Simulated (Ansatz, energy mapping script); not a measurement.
## Predicting a coupling of NiO in the rock-salt structure from a short series in U

How does exchange in NiO in the rock-salt structure follow U? One row of the series is withheld as a test of the fit.

Main program and level: Ansatz 0.2.0; LDA+U; plane waves, U on orthogonalised atomic orbitals unless named otherwise, collinear spin, no spin–orbit coupling.

### Step 1. The starting structure

It takes space group Fm-3m (No. 225, cubic). The conventional cell has a = 4.203 Å, b = 4.203 Å, c = 4.203 Å, α = 90.00°, β = 90.00°, γ = 90.00°. Nearest to Ni lie 6 O at 2.10 Å. Nearest to O lie 6 Ni at 2.10 Å. rocksalt prototype, lattice guessed from radii. Farther neighbours and most contacts between anions are not listed.

This cell was built for the study (rocksalt prototype, lattice guessed from radii), not taken from an experiment; the compound need not form in this structure.

The cell was relaxed beforehand in Ansatz under PBEsol with U = 6 eV on Ni d, ortho-atomic projectors, from parallel moments.

### Step 2. One run of the series

input.yaml reads:

```yaml
crystal:
  lattice:
    - [0.0, -2.10134405, -2.10134405]
    - [-2.10134405, 0.0, -2.10134405]
    - [2.10134405, 2.10134405, -4.2026881]
  atoms:
    - { symbol: Ni, position: [0.5, 0.5, 0.5], spin: 2.0 }
    - { symbol: Ni, position: [0.0, 0.0, 0.0], spin: -2.0 }
    - { symbol: O, position: [0.75, 0.75, 0.75] }
    - { symbol: O, position: [0.25, 0.25, 0.25] }
magnetization:
  spin_polarized: true
kpoints:
  mp_grid: { grid: [11, 11, 11] }
hamiltonian:
  xc: lda
  hubbard:
    sites:
      - { species: Ni, l: d, u_eff: 1.2 }
      - { site: 0, l: d, u_eff: 1.2, starting_ns: [{ spin: up, occupation_matrix: ni1_major }, { spin: down, occupation_matrix: ni1_minor }] }
      - { site: 1, l: d, u_eff: 1.2, starting_ns: [{ spin: up, occupation_matrix: ni1_minor }, { spin: down, occupation_matrix: ni1_major }] }
    projectors: ortho-atomic
    occupation_matrices:
      ni1_major:
        matrix:
          - [0.973, 0.0, 0.0, 0.0, 0.0]
          - [0.0, 0.996, 0.0, 0.0, 0.0]
          - [0.0, 0.0, 0.996, 0.0, 0.0]
          - [0.0, 0.0, 0.0, 0.973, 0.0]
          - [0.0, 0.0, 0.0, 0.0, 0.996]
      ni1_minor:
        matrix:
          - [0.289, 0.0, 0.0, 0.0, 0.0]
          - [0.0, 0.988, 0.0, 0.0, 0.0]
          - [0.0, 0.0, 0.988, 0.0, 0.0]
          - [0.0, 0.0, 0.0, 0.289, 0.0]
          - [0.0, 0.0, 0.0, 0.0, 0.988]
scf:
  occupations: { method: fermi_dirac, width: 0.05 }
output:
  eigenvalues: true
  write_density: true
  write_potential: true
  elf: true
  volumetric_format: npy
```

Started as:

```console
$ ansatz run input.yaml --threads 4 --pin off --max-ram 8192MiB --backend cpu --events-out ev --progress --plain --runs-dir out
```

Numbers of over 12 decimals in the logs are rounded to 6 here.

What it wrote:

```text
Engine: ansatz 0.2.0, aarch64-unknown-linux-gnu
Pseudopotentials: kind: paw
Pseudopotential: Ni, paw, valence charge 18, recommended cutoff 420 eV (normal), Ni.paw.azcp
Pseudopotential: O, paw, valence charge 6, recommended cutoff 420 eV (normal), O.paw.azcp
Functional definition: SPW92
  exchange = slater_x
  correlation = pw_c
Crystal: 4 atoms, lattice volume = 37.115 Å³
Basis set: ecut = 420 eV, 707 PW (Γ)
[...]
k-point 1 ↑: bands = [... 20 lower, 11.5034, 12.1443, 12.1443, 12.3819, 14.9576, 14.9576, 15.2927, 19.0943, ... 4 higher]
  k-point 2 ↑: bands = [... 20 lower, 11.8078, 12.1802, 12.1802, 12.3221, 14.8676, 14.8676, 15.7150, 19.0283, ... 4 higher]
  k-point 145 ↓: bands = [... 20 lower, 12.2036, 12.3470, 12.5044, 12.6517, 14.4753, 14.6287, 21.4671, 21.6768, ... 4 higher]
Occupation matrices written to <dir>
[key lines of the parts left out:]
SCF converged after 14 iterations
Magnetization: 0.0000 μB (24.0000 up, 24.0000 down)
Free energy (F): -12653.646664 eV
Fermi energy:    13.395285 eV
```

It took 6.6 s on 4 threads of Arm Neoverse V1, shared host; peak memory 0.53 GiB; 21 s of CPU time.

At each step 4 orders with opposed moments are measured from the parallel order and fitted to E = −Σ J e·e over ordered pairs of unit vectors. The series follows the Ni–Ni pairs, 4.20 Å apart in the run shown.

### Step 3. The series

| U (eV) | J (meV) | largest moment (μB) |
| --- | --- | --- |
| 1.2 | -25.4 | 1.47 |
| 2.4 | ? | ? |
| 3.6 | -18.1 | 1.64 |
| 5.4 | -13.3 | 1.68 |
| 7.2 | -9.71 | 1.72 |
| 9.6 | -6.16 | 1.77 |

Wanted: J at U = 2.4.

### Step 4. The fit

The simplest form of superexchange, t²/(U + Δ), with Δ an offset, makes 1/|J| a straight line in U. Fitted as straight lines, ln|J| holds these rows better than 1/|J|, so take it as an empirical form: ln|J| = a + b U.

| x | y | x − x̄ | y − ȳ | fit |
| --- | --- | --- | --- | --- |
| 1.2 | 3.235 | -4.2 | 0.673 | 3.273 |
| 3.6 | 2.896 | -1.80 | 0.334 | 2.867 |
| 5.4 | 2.588 | 0 | 0.0258 | 2.562 |
| 7.2 | 2.273 | 1.80 | -0.289 | 2.257 |
| 9.6 | 1.818 | 4.20 | -0.744 | 1.851 |

With x̄ = 5.4 and ȳ = 2.562, least squares gives b = Σ(x − x̄)(y − ȳ)/Σ(x − x̄)² = -0.1693 and a = ȳ − b x̄ = 3.476. At x = 2.4 the line gives y = 3.070, so J = -21.5 meV.

### Step 5. Summary of results

```yaml
j_predicted_by_the_fit: -21.5 meV
j_of_the_withheld_step: -22.2 meV
```

**Reading.** The fit predicts -21.5 meV and the withheld step gave -22.2 meV, a miss of 0.66 meV. The line holds the rows used within 4 % of the largest J. J shrinks by a factor of 1.18 for each eV of U on average over this range. The orders cannot split some shells, so J is a sum: the value at 2.97 Å holds J(2.97) + 4 J(7.86). At 2 of 6 steps the fit of the energies is itself in doubt, for one or more of these reasons: some orders are gapless and others have a gap. The series was picked because its coupling changes steadily. The cell was built from a prototype and relaxed; a distortion that needs a larger cell, or another structure that the compound may prefer, is not captured.

1 further run of the session is left out of this account and of its counts and ranges: runs hit by known faults of a program or its files, repeats, responses too ill-conditioned to give a U, cells squeezed past sense, harmless faults, or fits whose shells could not be counted again from the structure.

[Logs and program files are shortened in this print: banners, set-up blocks, solver, clock and traceback lines can be left out without a mark of their own.]

[Logs are printed without paths, hosts, clocks, repeated set-up lines and the standing remarks that a program may print on its own settings, such as how far it seeks lower states.]

[Hosts, paths, dates, database ids (printed as entryN), source tags and the programs' standing remarks are cut or masked in the printed files.]

[Where a cell is said to come from a database of computed structures, the database is the Materials Project.]
